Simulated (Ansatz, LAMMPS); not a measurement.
# Squeezing and shearing glassy 62GeO2-38BaO (mol %) (76 atoms), part 2 of 5

Aim: relax glassy 62GeO2-38BaO (mol %) (76 atoms), then change its volume and shape to read moduli from the stress.

Ansatz 0.2.0; Kohn-Sham DFT, revPBE, PAW (set soft_2), plane waves.

The cell: 18 Ge, 11 Ba and 47 O. The quench rate of 20 K/ps is orders of magnitude faster than experiment. The network of bonds at the start is that of the classical potential that made the cell. The Brillouin zone is sampled at Γ only. No spin–orbit coupling is included.

So far. Step 2 (Single point at the start): The r.m.s. force at the start is 1.1 eV/Å.

### Step 3. Cell and atoms relaxed

The cell is relaxed with the atoms, since the starting lattice needn't suit this functional.

Input file input.yaml:

```yaml
crystal:
  lattice:
    - [10.76622, 0.0, 0.0]
    - [0.0, 10.76622, 0.0]
    - [0.0, 0.0, 10.76622]
  atoms:
    [... the 76 atom lines of step 2 ...]
kpoints:
  mp_grid: { grid: [1, 1, 1] }
hamiltonian:
  xc: revpbe
scf:
  occupations: { method: gaussian, width: 0.025 }
output:
  forces: true
relax:
  f_tol: 0.05
  max_steps: 150
  cell: {}
```

On the command line:

```sh
$ ansatz run input.yaml --threads 4 --pin off --max-ram 8192MiB --backend cpu --events-out ev --progress --plain --runs-dir out
```

Numbers of over 12 decimals in the logs are rounded to 6 here.

What it wrote:

```text
[...]
Crystal: 76 atoms, lattice volume = 1247.929 Å³
Basis set: ecut = 420 eV, 24303 PW (Γ), exchange–correlation on 144×144×144 points (8 copies of the dense FFT grid, shifted against one another)
Bands: 398, of which v1, the nominal top of the filled ones, is band 322 counted from 1 (321 counted from 0)
Symmetry: 1 space group operations
[...]
k-points: 1
[...]
SCF iter   1: F=—  HF=-169662.042511 eV  |F-HF|=—  |Δ(HF+E_count)|=         —  Δρ=4.16e-3  dr2=2.26e-1  ethr=1.77e-3  ⟨swp⟩=6.0  Hψ=1705  notcnv=0  defer=53
[...]
SCF iter  10: F=-169662.024336 eV  HF=-169662.024336 eV  |F-HF|=3.65e-8  |Δ(HF+E_count)|=   3.19e-7  Δρ=1.28e-6  dr2=2.08e-8  ethr=1.55e-11  ⟨swp⟩=4.0  Hψ=1363  notcnv=0
SCF 1 converged in 10 iterations: F = -169662.024336 eV  dr2 = 2.08e-8
[...]
relax step   1: F+E_penalty+E_count = -169662.02433646 eV  Δ(F+E_penalty+E_count) = +0.000e0 eV  max|allowed force component| = 3.070e0 eV/Å  Δτ_max = 0.0000 Å  P = +8.787 GPa  Ω = 1247.929 Å³  (10 SCF iters, dr2 threshold 1.00e-7 eV, accepted)
[... from here on, the SCF cycles and remarks between the steps are left out ...]
relax step   2: F+E_penalty+E_count = -169667.25480553 eV  Δ(F+E_penalty+E_count) = -5.230e0 eV  max|allowed force component| = 1.398e0 eV/Å  Δτ_max = 0.1949 Å  P = +4.967 GPa  Ω = 1259.999 Å³  energy of the carried Pulay correction = -3.253e-2 eV  (9 SCF iters, dr2 threshold 7.60e-6 eV, accepted)
relax step   3: F+E_penalty+E_count = -169669.44332668 eV  Δ(F+E_penalty+E_count) = -2.189e0 eV  max|allowed force component| = 9.297e-1 eV/Å  Δτ_max = 0.1931 Å  P = +0.267 GPa  Ω = 1300.358 Å³  energy of the carried Pulay correction = -1.391e-1 eV  (9 SCF iters, dr2 threshold 7.60e-6 eV, accepted)
relax step   4: F+E_penalty+E_count = -169669.99826547 eV  Δ(F+E_penalty+E_count) = -5.549e-1 eV  max|allowed force component| = 5.913e-1 eV/Å  Δτ_max = 0.2000 Å  P = -0.005 GPa  Ω = 1301.069 Å³  energy of the carried Pulay correction = -1.409e-1 eV  (8 SCF iters, dr2 threshold 7.60e-6 eV, accepted)
relax step   5: F+E_penalty+E_count = -169670.20073594 eV  Δ(F+E_penalty+E_count) = -2.025e-1 eV  max|allowed force component| = 3.676e-1 eV/Å  Δτ_max = 0.1414 Å  P = -0.367 GPa  Ω = 1307.528 Å³  energy of the carried Pulay correction = -1.576e-1 eV  (8 SCF iters, dr2 threshold 7.60e-6 eV, accepted)
relax step   6: F+E_penalty+E_count = -169670.37494145 eV  Δ(F+E_penalty+E_count) = -1.742e-1 eV  max|allowed force component| = 2.895e-1 eV/Å  Δτ_max = 0.2000 Å  P = +0.032 GPa  Ω = 1299.448 Å³  energy of the carried Pulay correction = -1.367e-1 eV  (8 SCF iters, dr2 threshold 7.60e-6 eV, accepted)
relax step   7: F+E_penalty+E_count = -169670.48139297 eV  Δ(F+E_penalty+E_count) = -1.065e-1 eV  max|allowed force component| = 2.687e-1 eV/Å  Δτ_max = 0.1150 Å  P = +0.190 GPa  Ω = 1297.971 Å³  energy of the carried Pulay correction = -1.329e-1 eV  (8 SCF iters, dr2 threshold 5.24e-6 eV, accepted)
relax step   8: F+E_penalty+E_count = -169670.58858894 eV  Δ(F+E_penalty+E_count) = -1.072e-1 eV  max|allowed force component| = 2.445e-1 eV/Å  Δτ_max = 0.2000 Å  P = +0.154 GPa  Ω = 1298.540 Å³  energy of the carried Pulay correction = -1.343e-1 eV  (8 SCF iters, dr2 threshold 4.51e-6 eV, accepted)
relax step   9: F+E_penalty+E_count = -169670.63052033 eV  Δ(F+E_penalty+E_count) = -4.193e-2 eV  max|allowed force component| = 2.145e-1 eV/Å  Δτ_max = 0.1946 Å  P = -0.047 GPa  Ω = 1303.559 Å³  energy of the carried Pulay correction = -1.474e-1 eV  (8 SCF iters, dr2 threshold 3.74e-6 eV, accepted)
relax step  10: F+E_penalty+E_count = -169670.65571336 eV  Δ(F+E_penalty+E_count) = -2.519e-2 eV  max|allowed force component| = 1.674e-1 eV/Å  Δτ_max = 0.2000 Å  P = +0.073 GPa  Ω = 1305.274 Å³  energy of the carried Pulay correction = -1.518e-1 eV  (8 SCF iters, dr2 threshold 2.88e-6 eV, accepted)
relax step  11: F+E_penalty+E_count = -169670.67109805 eV  Δ(F+E_penalty+E_count) = -1.538e-2 eV  max|allowed force component| = 9.357e-2 eV/Å  Δτ_max = 0.0766 Å  P = +0.003 GPa  Ω = 1305.734 Å³  energy of the carried Pulay correction = -1.530e-1 eV  (8 SCF iters, dr2 threshold 1.75e-6 eV, accepted)
relax step  12: F+E_penalty+E_count = -169670.67989833 eV  Δ(F+E_penalty+E_count) = -8.800e-3 eV  max|allowed force component| = 1.665e-1 eV/Å  Δτ_max = 0.2000 Å  P = -0.048 GPa  Ω = 1310.670 Å³  energy of the carried Pulay correction = -1.657e-1 eV  (9 SCF iters, dr2 threshold 5.47e-7 eV, accepted)
relax step  13: F+E_penalty+E_count = -169670.70581307 eV  Δ(F+E_penalty+E_count) = -2.591e-2 eV  max|allowed force component| = 2.315e-1 eV/Å  Δτ_max = 0.0737 Å  P = -0.007 GPa  Ω = 1311.980 Å³  energy of the carried Pulay correction = -1.691e-1 eV  (8 SCF iters, dr2 threshold 1.73e-6 eV, accepted)
relax step  14: F+E_penalty+E_count = -169670.76725084 eV  Δ(F+E_penalty+E_count) = -6.144e-2 eV  max|allowed force component| = 3.877e-1 eV/Å  Δτ_max = 0.1930 Å  P = +0.025 GPa  Ω = 1317.898 Å³  energy of the carried Pulay correction = -1.843e-1 eV  (8 SCF iters, dr2 threshold 3.35e-6 eV, accepted)
[...]
relax step  24: F+E_penalty+E_count = -169671.46809077 eV  Δ(F+E_penalty+E_count) = -9.450e-3 eV  max|allowed force component| = 8.750e-2 eV/Å  Δτ_max = 0.0201 Å  P = -0.084 GPa  Ω = 1347.780 Å³  energy of the carried Pulay correction = -4.007e-2 eV  (7 SCF iters, dr2 threshold 7.38e-7 eV, accepted)
relax step  25: F+E_penalty+E_count = -169671.47925890 eV  Δ(F+E_penalty+E_count) = -1.117e-2 eV  max|allowed force component| = 6.374e-2 eV/Å  Δτ_max = 0.1125 Å  P = +0.027 GPa  Ω = 1347.528 Å³  energy of the carried Pulay correction = -3.954e-2 eV  (8 SCF iters, dr2 threshold 4.79e-7 eV, accepted)
relax step  26: F+E_penalty+E_count = -169671.48348154 eV  Δ(F+E_penalty+E_count) = -4.223e-3 eV  max|allowed force component| = 1.304e-1 eV/Å  Δτ_max = 0.1052 Å  P = +0.033 GPa  Ω = 1348.519 Å³  energy of the carried Pulay correction = -4.226e-2 eV  (8 SCF iters, dr2 threshold 2.54e-7 eV, accepted)
relax step  27: F+E_penalty+E_count = -169671.48640654 eV  Δ(F+E_penalty+E_count) = -2.925e-3 eV  max|allowed force component| = 1.834e-1 eV/Å  Δτ_max = 0.1256 Å  P = +0.018 GPa  Ω = 1349.803 Å³  energy of the carried Pulay correction = -4.576e-2 eV  (8 SCF iters, dr2 threshold 1.06e-6 eV, accepted)
relax step  28: F+E_penalty+E_count = -169671.36652859 eV  Δ(F+E_penalty+E_count) = +1.199e-1 eV  max|allowed force component| = 9.393e-1 eV/Å  Δτ_max = 0.2000 Å  P = -0.025 GPa  Ω = 1348.617 Å³  energy of the carried Pulay correction = -4.233e-2 eV  (8 SCF iters, dr2 threshold 2.10e-6 eV, rejected (line search))
relax step  29: F+E_penalty+E_count = -169671.50251309 eV  Δ(F+E_penalty+E_count) = -1.611e-2 eV  max|allowed force component| = 6.482e-2 eV/Å  Δτ_max = 0.1000 Å  P = +0.067 GPa  Ω = 1346.607 Å³  energy of the carried Pulay correction = -3.714e-2 eV  (13 SCF iters, accepted)
relax step  30: F+E_penalty+E_count = -169671.50384017 eV  Δ(F+E_penalty+E_count) = -1.327e-3 eV  max|allowed force component| = 5.301e-2 eV/Å  Δτ_max = 0.0322 Å  P = -0.044 GPa  Ω = 1348.506 Å³  energy of the carried Pulay correction = -4.223e-2 eV  (8 SCF iters, dr2 threshold 2.63e-7 eV, accepted)
relax step  31: F+E_penalty+E_count = -169671.50251048 eV  Δ(F+E_penalty+E_count) = +1.330e-3 eV  max|allowed force component| = 5.167e-2 eV/Å  Δτ_max = 0.0335 Å  P = -0.023 GPa  Ω = 1348.474 Å³  energy of the carried Pulay correction = -4.217e-2 eV  (8 SCF iters, dr2 threshold 1.76e-7 eV, rejected (line search))
relax step  32: F+E_penalty+E_count = -169671.50652235 eV  Δ(F+E_penalty+E_count) = -2.682e-3 eV  max|allowed force component| = 2.827e-2 eV/Å  Δτ_max = 0.0163 Å  P = -0.002 GPa  Ω = 1348.300 Å³  energy of the carried Pulay correction = -4.170e-2 eV  (12 SCF iters, accepted)
relax step  33: F+E_penalty+E_count = -169671.56070174 eV  Δ(F+E_penalty+E_count) = -5.418e-2 eV  max|allowed force component| = 2.880e-2 eV/Å  Δτ_max = 0.0000 Å  P = +0.020 GPa  Ω = 1348.300 Å³  stress off target by 9.04e-2 GPa  SCF on the basis re-selected at this cell (its energy is not comparable with the rows above)  (9 SCF iters)
relax step  34: F+E_penalty+E_count = -169671.55736058 eV  Δ(F+E_penalty+E_count) = +3.341e-3 eV  max|allowed force component| = 5.161e-2 eV/Å  Δτ_max = 0.0750 Å  P = -0.023 GPa  Ω = 1348.913 Å³  energy of the carried Pulay correction = -1.350e-3 eV  (10 SCF iters, dr2 threshold 2.04e-8 eV, rejected (line search))
relax step  35: F+E_penalty+E_count = -169671.56065310 eV  Δ(F+E_penalty+E_count) = +4.864e-5 eV  max|allowed force component| = 1.933e-2 eV/Å  Δτ_max = 0.0169 Å  P = +0.006 GPa  Ω = 1348.940 Å³  energy of the carried Pulay correction = -1.426e-3 eV  (12 SCF iters, accepted)
relax step  36: F+E_penalty+E_count = -169671.56339790 eV  Δ(F+E_penalty+E_count) = -2.745e-3 eV  max|allowed force component| = 1.937e-2 eV/Å  Δτ_max = 0.0000 Å  P = +0.007 GPa  Ω = 1348.940 Å³  stress off target by 2.75e-2 GPa  SCF on the basis re-selected at this cell (its energy is not comparable with the rows above)  (7 SCF iters)
[...]
SCF converged after 7 iterations
Free energy (F): -169671.563398 eV
[...]
Internal energy: -169671.563398 eV  (E = F + TS)
E sigma→0 (E₀):  -169671.563398 eV
Fermi energy:    6.335399 eV
[...]
--- Forces (eV/Å), atoms counted from 1 ---
  atom   1  Ge     0.00531238    -0.00644105     0.00545381
  atom   2  Ge     0.01567143     0.00677096     0.00637720
  atom   3  Ge    -0.00169835     0.00115265     0.00312232
  atom   4  Ge    -0.00269227     0.00952676    -0.00243309
  atom   5  Ge     0.00184814     0.00287415    -0.00127091
  atom   6  Ge     0.00368711     0.00161754     0.00821080
  atom   7  Ge    -0.00247653     0.01112539    -0.00814137
  atom   8  Ge     0.00255061     0.00200622    -0.00766289
  atom   9  Ge    -0.01001257     0.01613786     0.00306418
  atom  10  Ge     0.00593561    -0.00304272    -0.00552105
  atom  11  Ge    -0.01631912    -0.00389301     0.01936656
  atom  12  Ge    -0.00213070     0.00257209     0.01130826
  atom  13  Ge     0.00128724    -0.00908973    -0.00431908
  atom  14  Ge    -0.00868647     0.00488795     0.01098761
[...]
atom  75  O      0.00730465     0.00490579    -0.00325483
  atom  76  O     -0.00504537     0.00097446    -0.00004522
  max |Σ_I F_I| component: 9.94e-6 eV/Å
--- Stress (GPa, compression-positive) ---
       -0.006748      -0.001073       0.000352
       -0.001073      -0.000266      -0.003184
        0.000352      -0.003184       0.027172
  P = ⅓ Tr σ = 0.0067 GPa (0.067 kbar)
--- Relaxed structure (33 steps of the walk, 28 accepted, 3 SCFs on fresh bases) ---
  F+E_penalty+E_count = -169671.56339790 eV   max|allowed force component| = 1.937e-2 eV/Å   (the final SCF, on the basis selected at the relaxed cell)
  cell:  # Å, volume = 1348.9396 Å³
    - [10.591618, -0.018014, -0.028995]
    - [-0.018014, 11.023878, -0.040403]
    - [-0.028995, -0.040403, 11.553287]
  atoms:
    - { symbol: Ge, position: [0.916666, 0.824286, 0.215559] }
    - { symbol: Ge, position: [0.349379, 0.376461, 0.184403] }
    - { symbol: Ge, position: [0.060830, 0.064999, 0.489745] }
    - { symbol: Ge, position: [0.046621, 0.029891, 0.026290] }
[...]
- { symbol: O, position: [0.342539, 0.214778, 0.236409] }
```

It took 4.7 min on 4 threads of Intel Xeon Platinum 8488C (Sapphire Rapids), shared host; peak memory 1.8 GiB.

The relaxation converged after 33 steps, with a largest force component of 0.019 eV/Å.

(Part 2 of 5 ends here.)

[Logs are printed without paths, hosts, clocks, repeated set-up lines and the standing remarks that a program may print on its own settings, such as how far it seeks lower states.]

[Hosts, paths, dates, database ids (printed as entryN), source tags and the programs' standing remarks are cut or masked in the printed files.]
